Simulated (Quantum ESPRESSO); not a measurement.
# MnO (Manganosite): exchange couplings by hand from total energies

Can a spin model with one coupling foretell the energy of a further order of MnO (Manganosite)?

Method: LDA with U = 4 eV on Mn d (ortho-atomic projectors); plane waves with GBRV 1.5 LDA potentials, no spin-orbit coupling, in Quantum ESPRESSO 7.5.

### 1. Set-up

It takes space group Fm-3m (No. 225, cubic). Conventional cell: a = 4.446 Å, b = 4.446 Å, c = 4.446 Å, α = 90.00°, β = 90.00°, γ = 90.00°. Mn has 6 O at 2.22 Å nearest. Nearest to O lie 6 Mn at 2.22 Å. Farther neighbours and most contacts between anions are not listed.

The cell comes from the Crystallography Open Database.

### 2. The parallel order

All energies count from this run.

Contents of pw.in:

```
&CONTROL
  calculation = 'scf'
  prefix = 'pwscf'
  outdir = './tmp'
  pseudo_dir = './pseudo'
  disk_io = 'nowf'
/
&SYSTEM
  ibrav = 0
  nat = 2
  ntyp = 2
  ecutwfc = 40
  ecutrho = 280
  nbnd = 19
  occupations = 'smearing'
  smearing = 'fd'
  degauss = 0.00367493
  nspin = 2
  starting_magnetization(1) = 0.3
  starting_magnetization(2) = 0
/
&ELECTRONS
  conv_thr = 4d-09
  electron_maxstep = 150
  mixing_beta = 0.3
/
ATOMIC_SPECIES
Mn     54.9380 mn_lda_v1.5.uspp.F.UPF
O      15.9990 o_lda_v1.2.uspp.F.UPF
CELL_PARAMETERS angstrom
   0.0000000000    2.2230000000    2.2230000000
   2.2230000000    0.0000000000    2.2230000000
   2.2230000000    2.2230000000    0.0000000000
ATOMIC_POSITIONS crystal
Mn      0.0000000000    0.0000000000    0.0000000000
O       0.5000000000    0.5000000000    0.5000000000
K_POINTS automatic
8 8 8 0 0 0
HUBBARD {ortho-atomic}
U Mn-3d 4.0000
```

Launch:

```bash
$ OMP_NUM_THREADS=1 mpirun -n 4 pw.x -nk 4 -in pw.in > pw.out
```

Log:

```text
Program PWSCF v.7.5 starts
     [... lines left out ...]
     number of atoms/cell      =            2
     [... lines left out ...]
     number of electrons       =        21.00
     number of Kohn-Sham states=           19
     kinetic-energy cutoff     =      40.0000  Ry
     charge density cutoff     =     280.0000  Ry
     scf convergence threshold =      4.0E-09
     [... lines left out ...]
     48 Sym. Ops., with inversion, found
     [... lines left out ...]
     number of k points=    29  Fermi-Dirac smearing, width (Ry)=  0.0037
     [... lines left out ...]
     iteration # 10     ecut=    40.00 Ry     beta= 0.30
     [... lines left out ...]
     Magnetic moment per site  (integrated on atomic sphere of radius R)
     atom   1 (R=0.292)  charge= 12.5817  magn=  4.2646
     atom   2 (R=0.292)  charge=  5.9466  magn=  0.2046
     [... lines left out ...]
     Tr[ns(  1)] (up, down, total) =   4.96908  0.26387  5.23294
     [... lines left out ...]
     the Fermi energy is    12.5328 ev
!    total energy              =    -243.41951854 Ry
     estimated scf accuracy    <          3.4E-09 Ry
     smearing contrib. (-TS)   =      -0.00002563 Ry
     [... lines left out ...]
     total magnetization       =     5.00 Bohr mag/cell
     absolute magnetization    =     5.00 Bohr mag/cell
     convergence has been achieved in  10 iterations
   JOB DONE.
```

Elapsed: 2.6 s, on 4 MPI ranks of AMD EPYC 9R45 (Zen 5), shared host; peak memory 0.3 GiB; 9 s of CPU time.

Spin moment in the atom's sphere by atom:

```csv
atom,spin moment in the atom's sphere (μB)
Mn1,4.26
O2,0.20
```

Read from the output:

```yaml
smearing_term_ts: 3.49e-4 eV
magnetization: 5 μB
absolute_magnetization: 5 μB
final_state: ferromagnetic
```

### 3. The orders used for the fit

The other orders were run with the same settings, on meshes that hold the same points. Free energies are divided by the number of Mn atoms; q is in fractions of the reciprocal vectors of the first run's cell.

```csv
order,atoms,mesh,free energy (eV),eV per Mn,largest moment (μB)
F +,2,8×8×8,-3311.8913,-3311.8913,4.26
"AF q=(0,1/2,1/2) +-",4,8×4×8,-6623.8681,-3311.9341,4.25
```

### 4. Counting neighbours

With E = −Σ J e_i·e_j over ordered pairs of unit vectors, turning a neighbour from parallel to opposed costs 2J a Mn atom. So an order lies 2 Σ n J over the parallel one, n being the opposed neighbours in each shell.

```csv
shell,distance (Å),neighbours,"opposed in AF q=(0,1/2,1/2) +-","opposed in AF q=(0,0,1/2) +-"
J1,3.14,12,8,6
J2,4.45,6,0,6
```

Only J1 is kept, as an effective coupling that takes up all reversed shells.

### 5. Solving

```
2 × 8 × J1 = -42.8 meV    (AF q=(0,1/2,1/2) +-)
J1 = -2.68 meV
```

### 6. The test

The couplings now give the orders that were left out:

```
2 × 6 × (-2.68) = -32.2 meV    (AF q=(0,0,1/2) +-)
```

The runs themselves:

```csv
order,atoms,mesh,free energy (eV),eV per Mn,largest moment (μB),over the parallel order (meV),foretold (meV)
"AF q=(0,0,1/2) +-",4,8×8×4,-6623.9302,-3311.9651,4.22,-73.8,-32.2
```

### 7. One more shell

One way to take up the miss is the next shell. Both differences then fix both couplings, and no order is left for a test.

```
2 × 8 × J1 = -42.8 meV    (AF q=(0,1/2,1/2) +-)
2 × 6 × J1 + 2 × 6 × J2 = -73.8 meV    (AF q=(0,0,1/2) +-)
J1 = -2.68 meV
J2 = -3.48 meV
```

### 8. What came out

```json
{"effective J1 (Mn–Mn at 3.14 Å)": "-2.68 meV", "largest miss on the orders left out": "42 meV", "J1 with two shells": "-2.68 meV", "J2 with two shells": "-3.48 meV"}
```

In words: The model misses the order left out by 42 meV, 56 % of the largest energy difference, so it fails: these couplings alone don't describe the crystal. With the next shell added the couplings are J1 = -2.68 and J2 = -3.48 meV, untested. The largest moment changes by 1.0 % between the orders. Shells that were dropped are folded into the couplings or show in the miss.

[Logs and program files are shortened in this print: banners, set-up blocks, solver, clock and traceback lines can be left out without a mark of their own.]

[Logs are printed without paths, hosts, clocks, repeated set-up lines and the standing remarks that a program may print on its own settings, such as how far it seeks lower states.]

[Hosts, paths, dates, database ids (printed as entryN), source tags and the programs' standing remarks are cut or masked in the printed files.]

[Where a cell is said to come from a database of computed structures, the database is the Materials Project.]
